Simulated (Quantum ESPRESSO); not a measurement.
# How CdSe (Cadmoselite) absorbs and reflects light

Wanted: where CdSe (Cadmoselite) starts to absorb, how strongly, and its refractive index. The cell comes from an older database entry, whose edges can differ from later determinations, mostly by under a per cent.

Program: Quantum ESPRESSO 7.5. Level of theory: DFT, PBE, plane waves with norm-conserving potentials (PseudoDojo), scalar-relativistic, independent-particle optical response without local fields and without the non-local commutator. Results are calculated unless marked as measured.

The database entry behind the starting cell differs from later determinations by our own check (inner coordinate of an old entry), so it need not match the best structure at ambient conditions.

## (1) Starting point

It takes space group P6_3mc (No. 186, hexagonal). The conventional cell has a = 4.300 Å, b = 4.300 Å, c = 7.020 Å, α = 90.00°, β = 90.00°, γ = 120.00°. Cd has 4 Se at 2.61 to 2.70 Å nearest. Se has 4 Cd at 2.61 to 2.70 Å nearest. Farther neighbours and most contacts between anions are not listed.

## (2) Ground state

First the ground state: is it a metal or has it a gap?

This step: DFT, PBE, plane waves with norm-conserving potentials (PseudoDojo), scalar-relativistic, ground state (Quantum ESPRESSO 7.5).

Contents of scf.in:

```
&control
  calculation = 'scf'
  prefix = 'x'
  outdir = './tmp'
  pseudo_dir = './'
  verbosity = 'high'
/
&system
  ibrav = 0
  nat = 4
  ntyp = 2
  ecutwfc = 90
  occupations = 'smearing'
  smearing = 'fd'
  degauss = 0.003675
  nbnd = 40
/
&electrons
  conv_thr = 1e-09
  electron_maxstep = 100
/
ATOMIC_SPECIES
  Cd 1.0 Cd.upf
  Se 1.0 Se.upf
CELL_PARAMETERS angstrom
  4.300000000016 0.000000000000 0.000000000000
  -2.150000000008 3.723909236286 0.000000000000
  0.000000000000 0.000000000000 7.020000000000
ATOMIC_POSITIONS crystal
  Cd 0.666666666667 0.333333333333 0.500000000000
  Cd 0.333333333333 0.666666666667 0.000000000000
  Se 0.666666666667 0.333333333333 0.885000000000
  Se 0.333333333333 0.666666666667 0.385000000000
K_POINTS automatic
  6 6 3 0 0 0
```

Run with:

```
$ mpirun -n 4 pw.x -nk 4 -in scf.in
```

Output:

```text
for quantum simulation of materials; please cite

     using ibrav=0 with symmetry is DISCOURAGED, use correct ibrav instead

     G-vector sticks info
     --------------------
     sticks:   dense  smooth     PW     G-vecs:    dense   smooth      PW
     Sum        1639    1639    451                87555    87555   12889

     Using Slab Decomposition

     bravais-lattice index     =            0
     lattice parameter (alat)  =       8.1258  a.u.
     unit-cell volume          =     758.5798 (a.u.)^3
     number of atoms/cell      =            4
     number of atomic types    =            2
     number of electrons       =        72.00
     number of Kohn-Sham states=           40
     kinetic-energy cutoff     =      90.0000  Ry
     charge density cutoff     =     360.0000  Ry
     scf convergence threshold =      1.0E-09
     mixing beta               =       0.7000
     number of iterations used =            8  plain     mixing
     Exchange-correlation= PBE
                           (   1   4   3   4   0   0   0)

     celldm(1)=   8.125822  celldm(2)=   0.000000  celldm(3)=   0.000000
     celldm(4)=   0.000000  celldm(5)=   0.000000  celldm(6)=   0.000000

     crystal axes: (cart. coord. in units of alat)
               a(1) = (   1.000000   0.000000   0.000000 )
               a(2) = (  -0.500000   0.866025   0.000000 )
               a(3) = (   0.000000   0.000000   1.632558 )

     reciprocal axes: (cart. coord. in units 2 pi/alat)
               b(1) = (  1.000000  0.577350 -0.000000 )
               b(2) = (  0.000000  1.154701  0.000000 )
               b(3) = (  0.000000 -0.000000  0.612536 )

     ./Cd.upf
     Pseudo is Norm-conserving + core correction, Zval = 20.0
     Generated using ONCVPSP code by D. R. Hamann
     Using radial grid of 1368 points,  6 beta functions with:
                l(1) =   0
                l(2) =   0
                l(3) =   1
                l(4) =   1
                l(5) =   2
                l(6) =   2

     ./Se.upf
     Pseudo is Norm-conserving + core correction, Zval = 16.0
     Generated using ONCVPSP code by D. R. Hamann
     Using radial grid of 1214 points,  6 beta functions with:
                l(1) =   0
                l(2) =   0
                l(3) =   1
                l(4) =   1
                l(5) =   2
                l(6) =   2

     atomic species   valence    mass     pseudopotential
     Cd               20.00     1.00000     Cd( 1.00)
     Se               16.00     1.00000     Se( 1.00)

     12 Sym. Ops. (no inversion) found ( 6 have fractional translation)

                                    s                        frac. trans.

     [... symmetry matrices left out ...]
   Cartesian axes

     site n.     atom                  positions (alat units)
         1        Cd     tau(   1) = (   0.5000000   0.2886751   0.8162791  )
         2        Cd     tau(   2) = (  -0.0000000   0.5773503   0.0000000  )
         3        Se     tau(   3) = (   0.5000000   0.2886751   1.4448140  )
         4        Se     tau(   4) = (  -0.0000000   0.5773503   0.6285349  )

   Crystallographic axes

     site n.     atom                  positions (cryst. coord.)
         1        Cd     tau(   1) = (  0.6666667  0.3333333  0.5000000  )
         2        Cd     tau(   2) = (  0.3333333  0.6666667  0.0000000  )
         3        Se     tau(   3) = (  0.6666667  0.3333333  0.8850000  )
         4        Se     tau(   4) = (  0.3333333  0.6666667  0.3850000  )

     number of k points=    14  Fermi-Dirac smearing, width (Ry)=  0.0037
                       cart. coord. in units 2pi/alat
        k(    1) = (   0.0000000   0.0000000   0.0000000), wk =   0.0185185
        k(    2) = (   0.0000000   0.0000000   0.2041785), wk =   0.0370370
        k(    3) = (   0.0000000   0.1924501   0.0000000), wk =   0.1111111
        k(    4) = (   0.0000000   0.1924501   0.2041785), wk =   0.2222222
        k(    5) = (   0.0000000   0.3849002   0.0000000), wk =   0.1111111
        k(    6) = (   0.0000000   0.3849002   0.2041785), wk =   0.2222222
        k(    7) = (   0.0000000  -0.5773503   0.0000000), wk =   0.0555556
        k(    8) = (   0.0000000  -0.5773503   0.2041785), wk =   0.1111111
        k(    9) = (   0.1666667   0.2886751   0.0000000), wk =   0.1111111
        k(   10) = (   0.1666667   0.2886751   0.2041785), wk =   0.2222222
        k(   11) = (   0.1666667   0.4811252   0.0000000), wk =   0.2222222
        k(   12) = (   0.1666667   0.4811252   0.2041785), wk =   0.4444444
        k(   13) = (   0.3333333   0.5773503   0.0000000), wk =   0.0370370
        k(   14) = (   0.3333333   0.5773503   0.2041785), wk =   0.0740741

                       cryst. coord.
        k(    1) = (   0.0000000   0.0000000   0.0000000), wk =   0.0185185
        k(    2) = (   0.0000000   0.0000000   0.3333333), wk =   0.0370370
[...]
k(    7) = (   0.0000000  -0.5000000   0.0000000), wk =   0.0555556
        k(    8) = (   0.0000000  -0.5000000   0.3333333), wk =   0.1111111
        k(    9) = (   0.1666667   0.1666667   0.0000000), wk =   0.1111111
        k(   10) = (   0.1666667   0.1666667   0.3333333), wk =   0.2222222
        k(   11) = (   0.1666667   0.3333333   0.0000000), wk =   0.2222222
        k(   12) = (   0.1666667   0.3333333   0.3333333), wk =   0.4444444
        k(   13) = (   0.3333333   0.3333333   0.0000000), wk =   0.0370370
        k(   14) = (   0.3333333   0.3333333   0.3333333), wk =   0.0740741

     Dense  grid:    87555 G-vectors     FFT dimensions: (  50,  50,  90)

     Initial potential from superposition of free atoms

     starting charge      71.9994, renormalised to      72.0000
     Starting wfcs are   38 randomized atomic wfcs +    2 random wfcs

     Self-consistent Calculation

     iteration #  1     ecut=    90.00 Ry     beta= 0.70
     Davidson diagonalization with overlap

           124 MiB given to the printing process from OS
            88 MiB allocation reported by mallinfo(arena+hblkhd)
------------------
     ethr =  1.00E-02,  avg # of iterations =  5.4

     Threshold (ethr) on eigenvalues was too large:
     Diagonalizing with lowered threshold

     Davidson diagonalization with overlap

           149 MiB given to the printing process from OS
            98 MiB allocation reported by mallinfo(arena+hblkhd)
------------------
     ethr =  2.46E-04,  avg # of iterations =  4.3

     total energy              =   -1186.38834659 Ry
     estimated scf accuracy    <       0.17133867 Ry

     iteration #  2     ecut=    90.00 Ry     beta= 0.70
     Davidson diagonalization with overlap

           154 MiB given to the printing process from OS
           122 MiB allocation reported by mallinfo(arena+hblkhd)
------------------
     ethr =  2.38E-04,  avg # of iterations =  3.1

     total energy              =   -1186.43591267 Ry
     estimated scf accuracy    <       0.07692791 Ry

     iteration #  3     ecut=    90.00 Ry     beta= 0.70
     Davidson diagonalization with overlap

           159 MiB given to the printing process from OS
           128 MiB allocation reported by mallinfo(arena+hblkhd)
------------------
     ethr =  1.07E-04,  avg # of iterations =  2.0

     total energy              =   -1186.45326159 Ry
     estimated scf accuracy    <       0.00108813 Ry

     iteration #  4     ecut=    90.00 Ry     beta= 0.70
     Davidson diagonalization with overlap

           162 MiB given to the printing process from OS
           131 MiB allocation reported by mallinfo(arena+hblkhd)
------------------
     ethr =  1.51E-06,  avg # of iterations =  7.1

     total energy              =   -1186.45355453 Ry
     estimated scf accuracy    <       0.00016126 Ry

     iteration #  5     ecut=    90.00 Ry     beta= 0.70
     Davidson diagonalization with overlap

           164 MiB given to the printing process from OS
           133 MiB allocation reported by mallinfo(arena+hblkhd)
------------------
     ethr =  2.24E-07,  avg # of iterations =  2.1

     total energy              =   -1186.45357439 Ry
     estimated scf accuracy    <       0.00000530 Ry

     iteration #  6     ecut=    90.00 Ry     beta= 0.70
     Davidson diagonalization with overlap

           167 MiB given to the printing process from OS
           136 MiB allocation reported by mallinfo(arena+hblkhd)
------------------
     ethr =  7.37E-09,  avg # of iterations =  3.4

     total energy              =   -1186.45357636 Ry
     estimated scf accuracy    <       0.00000084 Ry

     iteration #  7     ecut=    90.00 Ry     beta= 0.70
     Davidson diagonalization with overlap

           170 MiB given to the printing process from OS
           139 MiB allocation reported by mallinfo(arena+hblkhd)
------------------
     ethr =  1.17E-09,  avg # of iterations =  2.0

     total energy              =   -1186.45357652 Ry
     estimated scf accuracy    <       0.00000002 Ry

     iteration #  8     ecut=    90.00 Ry     beta= 0.70
     Davidson diagonalization with overlap

           172 MiB given to the printing process from OS
           141 MiB allocation reported by mallinfo(arena+hblkhd)
------------------
     ethr =  2.19E-11,  avg # of iterations =  4.2

     total energy              =   -1186.45357652 Ry
     estimated scf accuracy    <       0.00000002 Ry

     iteration #  9     ecut=    90.00 Ry     beta= 0.70
     Davidson diagonalization with overlap

           175 MiB given to the printing process from OS
           144 MiB allocation reported by mallinfo(arena+hblkhd)
------------------
     ethr =  2.19E-11,  avg # of iterations =  2.0

     total energy              =   -1186.45357653 Ry
     estimated scf accuracy    <          1.1E-09 Ry

     iteration # 10     ecut=    90.00 Ry     beta= 0.70
     Davidson diagonalization with overlap

           178 MiB given to the printing process from OS
           147 MiB allocation reported by mallinfo(arena+hblkhd)
------------------
     ethr =  1.48E-12,  avg # of iterations =  3.8

     End of self-consistent calculation

          k = 0.0000 0.0000 0.0000 ( 10949 PWs)   bands (ev):

   -93.9043 -93.9042 -54.9673 -54.9671 -54.9647 -54.9647 -54.9646 -54.9646
   -38.9294 -38.9294 -38.9294 -38.9294 -38.9132 -38.9132 -38.9132 -38.9132
   -38.9114 -38.9113  -4.8181  -4.4512  -0.1547  -0.1547  -0.0992  -0.0992
    -0.0924   0.2025   0.2025   0.2669   0.2669   0.5478   3.5431   7.0591
     7.0591   7.7645   7.7746   7.7746   8.4755   9.8967  13.6659  13.9215

     occupation numbers
     1.0000   1.0000   1.0000   1.0000   1.0000   1.0000   1.0000   1.0000
     1.0000   1.0000   1.0000   1.0000   1.0000   1.0000   1.0000   1.0000
     1.0000   1.0000   1.0000   1.0000   1.0000   1.0000   1.0000   1.0000
     1.0000   1.0000   1.0000   1.0000   1.0000   1.0000   1.0000   1.0000
     1.0000   0.9996   0.9995   0.9995   0.0016   0.0000   0.0000   0.0000

     [... further k points left out ...]

     the Fermi energy is     8.1534 ev

!    total energy              =   -1186.45357653 Ry
     estimated scf accuracy    <          1.1E-10 Ry
     smearing contrib. (-TS)   =      -0.00000178 Ry
     internal energy E=F+TS    =   -1186.45357475 Ry

     The total energy is F=E-TS. E is the sum of the following terms:
     one-electron contribution =    -784.89006590 Ry
     hartree contribution      =     404.00652405 Ry
     xc contribution           =    -193.84061245 Ry
     ewald contribution        =    -611.72942044 Ry

     convergence has been achieved in  10 iterations

     XML data file, charge density, pseudopotentials, collected wavefunctions

                                        0.00s GPU  (     227 calls)

=------------------------------------------------------------------------------=
   JOB DONE.
=------------------------------------------------------------------------------=
```

Elapsed: 33 s, on 4 MPI ranks of Intel Xeon Platinum 8559C (Emerald Rapids), shared host; peak memory 0.18 GiB.

Numbers from this step:

* total energy: -1186 Ry
* gap on the k-mesh: 0.7009 eV
* direct gap on the mesh: 0.7009 eV

There is a gap, 0.70 eV on this mesh (points off the mesh can give less), so no carriers' term is needed.

[end of part 1 of 3]

[Machine, clock, banner and «Message from routine» lines are left out of the logs.]

[Logs are printed without paths, hosts, clocks, repeated set-up lines and the standing remarks that a program may print on its own settings, such as how far it seeks lower states.]

[Hosts, paths, dates, database ids (printed as entryN), source tags and the programs' standing remarks are cut or masked in the printed files.]
